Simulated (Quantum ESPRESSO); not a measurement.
# Projected density of states of magnetic CoPS3, part 2 of 2

Where do the states of the two spins of CoPS3 lie?

Quantum ESPRESSO 7.5; PBEsol with U = 3.5 eV on Co d (ortho-atomic projectors); plane waves with GBRV 1.5 PBEsol potentials, no spin-orbit coupling.

So far, absolute magnetization (μB): step 2 (the magnetic state) 5.29.

## Step 3: Post-processing

Level of this step: PBEsol with U = 3.5 eV on Co d (ortho-atomic projectors); plane waves with GBRV 1.5 PBEsol potentials, no spin-orbit coupling, projections on orthogonalised atomic orbitals (Quantum ESPRESSO).

File projwfc.in:

```
&PROJWFC
  prefix = 'pwscf'
  outdir = './tmp'
  filpdos = 'pdos'
  ngauss = 0
  degauss = 0.01
  DeltaE = 0.05
  Emin = -1.55
  Emax = 12.45
/
```

Command:

```console
> OMP_NUM_THREADS=1 mpirun -n 4 projwfc.x -nk 4 -in projwfc.in > projwfc.out
```

The program printed:

```text
[banner, memory and clock lines left out]
Program PROJWFC v.7.5 starts

     [... lines left out ...]
     IMPORTANT: XC functional enforced from input :
     Exchange-correlation= PBESOL
                           (   1   4  10   8   0   0   0)
     Any further DFT definition will be discarded
     Please, verify this is what you really want

     G-vector sticks info

     Check: negative core charge=   -0.000011

     Gaussian broadening (read from input): ngauss,degauss=   0    0.010000

     Calling projwave ....

  Problem Sizes
  natomwfc =           58
  nbnd     =           57
  nkstot   =           48
  npwx     =         5490
  nkb      =          180

     Atomic states used for projection
     (read from pseudopotential files):

     state #   1: atom   1 (Co1), wfc  1 (l=0 m= 1)
     state #   2: atom   1 (Co1), wfc  2 (l=1 m= 1)
     state #   3: atom   1 (Co1), wfc  2 (l=1 m= 2)
     state #   4: atom   1 (Co1), wfc  2 (l=1 m= 3)
     state #   5: atom   1 (Co1), wfc  3 (l=2 m= 1)
     state #   6: atom   1 (Co1), wfc  3 (l=2 m= 2)
     state #   7: atom   1 (Co1), wfc  3 (l=2 m= 3)
     state #   8: atom   1 (Co1), wfc  3 (l=2 m= 4)
     state #   9: atom   1 (Co1), wfc  3 (l=2 m= 5)
     state #  10: atom   1 (Co1), wfc  4 (l=0 m= 1)
     state #  11: atom   1 (Co1), wfc  5 (l=1 m= 1)
     state #  12: atom   1 (Co1), wfc  5 (l=1 m= 2)
     state #  13: atom   1 (Co1), wfc  5 (l=1 m= 3)
     state #  14: atom   2 (Co2), wfc  1 (l=0 m= 1)
     state #  15: atom   2 (Co2), wfc  2 (l=1 m= 1)
     state #  16: atom   2 (Co2), wfc  2 (l=1 m= 2)
     state #  17: atom   2 (Co2), wfc  2 (l=1 m= 3)
     state #  18: atom   2 (Co2), wfc  3 (l=2 m= 1)
     state #  19: atom   2 (Co2), wfc  3 (l=2 m= 2)
     state #  20: atom   2 (Co2), wfc  3 (l=2 m= 3)
     state #  21: atom   2 (Co2), wfc  3 (l=2 m= 4)
     state #  22: atom   2 (Co2), wfc  3 (l=2 m= 5)
     state #  23: atom   2 (Co2), wfc  4 (l=0 m= 1)
     state #  24: atom   2 (Co2), wfc  5 (l=1 m= 1)
     state #  25: atom   2 (Co2), wfc  5 (l=1 m= 2)
     state #  26: atom   2 (Co2), wfc  5 (l=1 m= 3)
     state #  27: atom   3 (P  ), wfc  1 (l=0 m= 1)
     state #  28: atom   3 (P  ), wfc  2 (l=1 m= 1)
     state #  29: atom   3 (P  ), wfc  2 (l=1 m= 2)
     state #  30: atom   3 (P  ), wfc  2 (l=1 m= 3)
     state #  31: atom   4 (P  ), wfc  1 (l=0 m= 1)
     state #  32: atom   4 (P  ), wfc  2 (l=1 m= 1)
     state #  33: atom   4 (P  ), wfc  2 (l=1 m= 2)
     state #  34: atom   4 (P  ), wfc  2 (l=1 m= 3)
     state #  35: atom   5 (S  ), wfc  1 (l=0 m= 1)
     state #  36: atom   5 (S  ), wfc  2 (l=1 m= 1)
     state #  37: atom   5 (S  ), wfc  2 (l=1 m= 2)
     state #  38: atom   5 (S  ), wfc  2 (l=1 m= 3)
     state #  39: atom   6 (S  ), wfc  1 (l=0 m= 1)
     state #  40: atom   6 (S  ), wfc  2 (l=1 m= 1)
     state #  41: atom   6 (S  ), wfc  2 (l=1 m= 2)
     state #  42: atom   6 (S  ), wfc  2 (l=1 m= 3)
     state #  43: atom   7 (S  ), wfc  1 (l=0 m= 1)
     state #  44: atom   7 (S  ), wfc  2 (l=1 m= 1)
     state #  45: atom   7 (S  ), wfc  2 (l=1 m= 2)
     state #  46: atom   7 (S  ), wfc  2 (l=1 m= 3)
     state #  47: atom   8 (S  ), wfc  1 (l=0 m= 1)
     state #  48: atom   8 (S  ), wfc  2 (l=1 m= 1)
     state #  49: atom   8 (S  ), wfc  2 (l=1 m= 2)
     state #  50: atom   8 (S  ), wfc  2 (l=1 m= 3)
     state #  51: atom   9 (S  ), wfc  1 (l=0 m= 1)
     state #  52: atom   9 (S  ), wfc  2 (l=1 m= 1)
     state #  53: atom   9 (S  ), wfc  2 (l=1 m= 2)
     state #  54: atom   9 (S  ), wfc  2 (l=1 m= 3)
     state #  55: atom  10 (S  ), wfc  1 (l=0 m= 1)
     state #  56: atom  10 (S  ), wfc  2 (l=1 m= 1)
     state #  57: atom  10 (S  ), wfc  2 (l=1 m= 2)
     state #  58: atom  10 (S  ), wfc  2 (l=1 m= 3)

 [... projections of the bands left out ...]

Lowdin Charges:

     Atom #   1: total charge =  17.5295, s =  2.5520, p =  7.4873, d =  7.4902,
                 spin up      =   9.9382, s =  1.2815,
                 spin up      =   9.9382, p =  3.7465, pz=  1.2613, px=  1.2427, py=  1.2425,
                 spin up      =   9.9382, d =  4.9102, dz2=  0.9924, dxz=  0.9786, dyz=  0.9788, dx2-y2=  0.9803, dxy=  0.9801,
                 spin down    =   7.5913, s =  1.2705,
                 spin down    =   7.5913, p =  3.7408, pz=  1.2577, px=  1.2418, py=  1.2412,
                 spin down    =   7.5913, d =  2.5800, dz2=  0.0748, dxz=  0.5845, dyz=  0.5824, dx2-y2=  0.6692, dxy=  0.6691,
                 polarization =   2.3469, s =  0.0110, p =  0.0058, d =  2.3302,
     Atom #   2: total charge =  17.5295, s =  2.5520, p =  7.4873, d =  7.4902,
                 spin up      =   7.5913, s =  1.2705,
                 spin up      =   7.5913, p =  3.7408, pz=  1.2577, px=  1.2418, py=  1.2412,
                 spin up      =   7.5913, d =  2.5800, dz2=  0.0748, dxz=  0.5845, dyz=  0.5824, dx2-y2=  0.6692, dxy=  0.6691,
                 spin down    =   9.9382, s =  1.2815,
                 spin down    =   9.9382, p =  3.7465, pz=  1.2613, px=  1.2427, py=  1.2425,
                 spin down    =   9.9382, d =  4.9102, dz2=  0.9924, dxz=  0.9786, dyz=  0.9788, dx2-y2=  0.9803, dxy=  0.9801,
                 polarization =  -2.3469, s = -0.0110, p = -0.0058, d = -2.3302,
     Atom #   3: total charge =   4.3171, s =  1.3375, p =  2.9796, d =  0.0000,
                 spin up      =   2.1586, s =  0.6688,
                 spin up      =   2.1586, p =  1.4898, pz=  0.5365, px=  0.4765, py=  0.4768,
                 spin up      =   2.1586, d =  0.0000, dz2=  0.0000, dxz=  0.0000, dyz=  0.0000, dx2-y2=  0.0000, dxy=  0.0000,
                 spin down    =   2.1586, s =  0.6688,
                 spin down    =   2.1586, p =  1.4898, pz=  0.5365, px=  0.4765, py=  0.4768,
                 spin down    =   2.1586, d =  0.0000, dz2=  0.0000, dxz=  0.0000, dyz=  0.0000, dx2-y2=  0.0000, dxy=  0.0000,
                 polarization =  -0.0000, s = -0.0000, p = -0.0000, d =  0.0000,
     Atom #   4: total charge =   4.3171, s =  1.3375, p =  2.9796, d =  0.0000,
                 spin up      =   2.1586, s =  0.6688,
                 spin up      =   2.1586, p =  1.4898, pz=  0.5365, px=  0.4765, py=  0.4768,
                 spin up      =   2.1586, d =  0.0000, dz2=  0.0000, dxz=  0.0000, dyz=  0.0000, dx2-y2=  0.0000, dxy=  0.0000,
                 spin down    =   2.1586, s =  0.6688,
                 spin down    =   2.1586, p =  1.4898, pz=  0.5365, px=  0.4765, py=  0.4768,
                 spin down    =   2.1586, d =  0.0000, dz2=  0.0000, dxz=  0.0000, dyz=  0.0000, dx2-y2=  0.0000, dxy=  0.0000,
                 polarization =  -0.0000, s = -0.0000, p = -0.0000, d =  0.0000,
     Atom #   5: total charge =   5.9153, s =  1.6535, p =  4.2618, d =  0.0000,
                 spin up      =   2.9578, s =  0.8267,
                 spin up      =   2.9578, p =  2.1311, pz=  0.8196, px=  0.7096, py=  0.6019,
                 spin up      =   2.9578, d =  0.0000, dz2=  0.0000, dxz=  0.0000, dyz=  0.0000, dx2-y2=  0.0000, dxy=  0.0000,
                 spin down    =   2.9575, s =  0.8268,
                 spin down    =   2.9575, p =  2.1308, pz=  0.8195, px=  0.7049, py=  0.6064,
                 spin down    =   2.9575, d =  0.0000, dz2=  0.0000, dxz=  0.0000, dyz=  0.0000, dx2-y2=  0.0000, dxy=  0.0000,
                 polarization =   0.0002, s = -0.0000, p =  0.0003, d =  0.0000,
     Atom #   6: total charge =   5.9153, s =  1.6535, p =  4.2618, d =  0.0000,
                 spin up      =   2.9578, s =  0.8267,
                 spin up      =   2.9578, p =  2.1311, pz=  0.8196, px=  0.7096, py=  0.6019,
                 spin up      =   2.9578, d =  0.0000, dz2=  0.0000, dxz=  0.0000, dyz=  0.0000, dx2-y2=  0.0000, dxy=  0.0000,
                 spin down    =   2.9575, s =  0.8268,
                 spin down    =   2.9575, p =  2.1308, pz=  0.8195, px=  0.7049, py=  0.6064,
                 spin down    =   2.9575, d =  0.0000, dz2=  0.0000, dxz=  0.0000, dyz=  0.0000, dx2-y2=  0.0000, dxy=  0.0000,
                 polarization =   0.0002, s = -0.0000, p =  0.0003, d =  0.0000,
     Atom #   7: total charge =   5.9291, s =  1.6554, p =  4.2737, d =  0.0000,
                 spin up      =   2.9645, s =  0.8277,
                 spin up      =   2.9645, p =  2.1369, pz=  0.8220, px=  0.5546, py=  0.7603,
                 spin up      =   2.9645, d =  0.0000, dz2=  0.0000, dxz=  0.0000, dyz=  0.0000, dx2-y2=  0.0000, dxy=  0.0000,
                 spin down    =   2.9645, s =  0.8277,
                 spin down    =   2.9645, p =  2.1369, pz=  0.8220, px=  0.5546, py=  0.7603,
                 spin down    =   2.9645, d =  0.0000, dz2=  0.0000, dxz=  0.0000, dyz=  0.0000, dx2-y2=  0.0000, dxy=  0.0000,
                 polarization =  -0.0000, s =  0.0000, p = -0.0000, d =  0.0000,
     Atom #   8: total charge =   5.9291, s =  1.6554, p =  4.2737, d =  0.0000,
                 spin up      =   2.9645, s =  0.8277,
                 spin up      =   2.9645, p =  2.1369, pz=  0.8220, px=  0.5546, py=  0.7603,
                 spin up      =   2.9645, d =  0.0000, dz2=  0.0000, dxz=  0.0000, dyz=  0.0000, dx2-y2=  0.0000, dxy=  0.0000,
                 spin down    =   2.9645, s =  0.8277,
                 spin down    =   2.9645, p =  2.1369, pz=  0.8220, px=  0.5546, py=  0.7603,
                 spin down    =   2.9645, d =  0.0000, dz2=  0.0000, dxz=  0.0000, dyz=  0.0000, dx2-y2=  0.0000, dxy=  0.0000,
                 polarization =  -0.0000, s =  0.0000, p = -0.0000, d =  0.0000,
     Atom #   9: total charge =   5.9153, s =  1.6535, p =  4.2618, d =  0.0000,
                 spin up      =   2.9575, s =  0.8268,
                 spin up      =   2.9575, p =  2.1308, pz=  0.8195, px=  0.7049, py=  0.6064,
                 spin up      =   2.9575, d =  0.0000, dz2=  0.0000, dxz=  0.0000, dyz=  0.0000, dx2-y2=  0.0000, dxy=  0.0000,
                 spin down    =   2.9578, s =  0.8267,
                 spin down    =   2.9578, p =  2.1311, pz=  0.8196, px=  0.7096, py=  0.6019,
                 spin down    =   2.9578, d =  0.0000, dz2=  0.0000, dxz=  0.0000, dyz=  0.0000, dx2-y2=  0.0000, dxy=  0.0000,
                 polarization =  -0.0002, s =  0.0000, p = -0.0003, d =  0.0000,
     Atom #  10: total charge =   5.9153, s =  1.6535, p =  4.2618, d =  0.0000,
                 spin up      =   2.9575, s =  0.8268,
                 spin up      =   2.9575, p =  2.1308, pz=  0.8195, px=  0.7049, py=  0.6064,
                 spin up      =   2.9575, d =  0.0000, dz2=  0.0000, dxz=  0.0000, dyz=  0.0000, dx2-y2=  0.0000, dxy=  0.0000,
                 spin down    =   2.9578, s =  0.8267,
                 spin down    =   2.9578, p =  2.1311, pz=  0.8196, px=  0.7096, py=  0.6019,
                 spin down    =   2.9578, d =  0.0000, dz2=  0.0000, dxz=  0.0000, dyz=  0.0000, dx2-y2=  0.0000, dxy=  0.0000,
                 polarization =  -0.0002, s =  0.0000, p = -0.0003, d =  0.0000,
     Spilling Parameter:   0.0098
```

Wall time 3.8 s (4 MPI ranks of Arm Neoverse V1, shared host); peak memory 0.59 GiB.

The density of states has structure finer than the step of the table below, so its rows give means over 0.5 eV, whole bins alone (the curve runs from -9.00 to 5.05 eV). Peaks (eV: height): up = down -6.05: 5.37, -4.00: 6.18, -2.30: 6.26, 3.25: 5.36; Co1 d up = Co2 d down -6.05: 3.39, -5.10: 1.13, -4.70: 2.07, -0.90: 0.499; Co1 d down = Co2 d up -3.05: 1.27, -2.30: 1.94, 0.75: 3.01, 1.40: 2.01; P3 p up = P3 p down -7.30: 0.608, -6.90: 0.645, 3.25: 0.959, 4.05: 0.468; S5 p up -4.00: 0.575, -3.30: 0.566, -2.30: 0.546, -0.85: 0.382.

Gaussian broadening of 0.136 eV on the SCF mesh. Table of density of states by energy, zero at the Fermi level; means over each step; values in states/eV/cell:

```
energy (eV)  up = down  Co1 d up = Co2 d down  Co1 d down = Co2 d up  P3 p up = P3 p down  S5 p up  S5 p down
       -8.5          0                      0                      0                    0        0          0
       -8.0     8.3e-4                 6.7e-5                 5.3e-6               1.4e-4   6.2e-5     6.2e-5
       -7.5       2.22                  0.219                 0.0404                0.285    0.184      0.184
       -7.0       3.80                  0.442                 0.0573                0.557    0.285      0.285
       -6.5       2.85                  0.718                 0.0263                0.273    0.206      0.207
       -6.0       4.15                   2.32                 0.0432                0.136    0.202      0.202
       -5.5       2.46                  0.970                 0.0603               0.0945    0.160      0.160
       -5.0       2.65                   1.02                  0.106                0.100    0.163      0.163
       -4.5       4.07                   1.74                  0.177                0.118    0.243      0.244
       -4.0       4.61                  0.819                  0.471                0.111    0.421      0.415
       -3.5       3.59                  0.233                  0.407               0.0763    0.390      0.390
       -3.0       4.22                  0.165                  0.905               0.0931    0.414      0.430
       -2.5       5.44                  0.202                   1.52                0.147    0.502      0.499
       -2.0       3.62                  0.154                  0.977               0.0674    0.356      0.340
       -1.5      0.749                 0.0816                 0.0799               0.0121   0.0838     0.0871
       -1.0       2.88                  0.432                  0.167               0.0653    0.324      0.331
       -0.5      0.684                 0.0929                 0.0482               0.0218   0.0783     0.0754
        0.0     5.0e-5                 5.0e-6                 5.4e-6                    0        0     5.0e-6
        0.5       1.18                0.00507                  0.961               0.0150   0.0153     0.0156
        1.0       2.83                 0.0241                   1.51                0.137    0.107      0.107
        1.5       3.54                 0.0231                   1.40                0.145    0.194      0.196
        2.0       1.98                 0.0152                  0.228                0.117    0.152      0.151
        2.5       1.60                0.00528                 0.0908                0.210    0.102      0.101
        3.0       3.78                 0.0116                  0.145                0.655    0.186      0.186
        3.5       2.87                 0.0135                  0.150                0.475    0.143      0.144
        4.0       1.75                0.00774                 0.0413                0.318   0.0874     0.0874
        4.5       1.12                0.00325                 0.0157                0.108   0.0473     0.0468
```

## Step 4: Summary of results

```yaml
state: antiferromagnetic
largest_moment_in_a_sphere: 2.31 μB
```

**Reading.** Distinct peaks of the density of states (up = down) stand at -6.05, -4.00, -3.40, -2.30 and 3.25 eV; the one at -2.30 eV is strongest. These are Kohn–Sham states without spin–orbit coupling, on the mesh of the self-consistent run. The moments are opposed on like sites, so the totals of the two spins are equal and the projections on single atoms show the splitting.

[Logs and program files are shortened in this print: banners, set-up blocks, solver, clock and traceback lines can be left out without a mark of their own.]

[Logs are printed without paths, hosts, clocks, repeated set-up lines and the standing remarks that a program may print on its own settings, such as how far it seeks lower states.]

[Hosts, paths, dates, database ids (printed as entryN), source tags and the programs' standing remarks are cut or masked in the printed files.]

[Where a cell is said to come from a database of computed structures, the database is the Materials Project.]
